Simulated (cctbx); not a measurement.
# What resolution and counting buy: EuMgPt

Space group Pnma (no. 62), a = 7.6220 Å, b = 4.6410 Å, c = 8.3110 Å, α = 90.00°, β = 90.00°, γ = 90.00°.

| atom | mult. | x | y | z | Ueq (Å²) |
| --- | --- | --- | --- | --- | --- |
| Pt1 | 4 | 0.2391 | 3/4 | 0.1118 | 0.0116 |
| Eu1 | 4 | 0.4771 | 3/4 | 0.8180 | 0.0089 |
| Mg1 | 4 | 0.3473 | 3/4 | 0.4320 | 0.0179 |

The model was made for the exercise: a known structure type with other elements put in, its volume estimated, not relaxed; displacement parameters are assumed.

Five simulated data sets (cctbx; Ag Kα, λ = 0.56087 Å; 6 % proportional error) differ in resolution or exposure (noise floor 15 counts in the first three, 8 in the last two). Each is refined with the right model, isotropic at 1.1 Å and anisotropic otherwise. How do the figures of merit and the uncertainties move?

| d min (Å) | top counts | ⟨I/σ⟩ (unmerged, absences included) | unique | param. (scale apart) | Rint | R1 | GooF | largest s.u. xyz (fractional) | s.u. U of Mg1 (Å²) | largest error (Å) |
| --- | --- | --- | --- | --- | --- | --- | --- | --- | --- | --- |
| 1.1 | 5000 | 7.1 | 139 | 9 | 0.058 | 0.0284 | 1.13 | 0.00150 | 0.0030 | 0.0035 |
| 0.84 | 5000 | 6.1 | 297 | 18 | 0.077 | 0.0249 | 0.91 | 0.00091 | 0.0034 | 0.0058 |
| 0.6 | 5000 | 4.4 | 777 | 18 | 0.103 | 0.0333 | 0.92 | 0.00076 | 0.0022 | 0.0091 |
| 0.75 | 300 | 1.2 | 406 | 18 | 0.377 | 0.0814 | 0.96 | 0.00443 | 0.0162 | 0.0569 |
| 0.75 | 3000 | 5.3 | 406 | 18 | 0.083 | 0.0296 | 0.96 | 0.00093 | 0.0030 | 0.0115 |

The number of reflections grows roughly as 1/d³: 139, 297 and 777 here. R1 follows the noise rather than the truth: at 300 counts it is 0.0814, at 3000 counts 0.0296, while GooF is 0.96 and 0.96: the weights 1/σ² carry the noise. The s.u. of U (U11 where anisotropic) for Mg1 goes 0.0030, 0.0034, 0.0022 Å² with resolution and 0.0162, 0.0030 Å² with exposure.

Hardware for the 0.6 Å refinement: 0.53 s on 1 thread of Arm Neoverse N1 (shared host), peak memory 0.09 GiB.
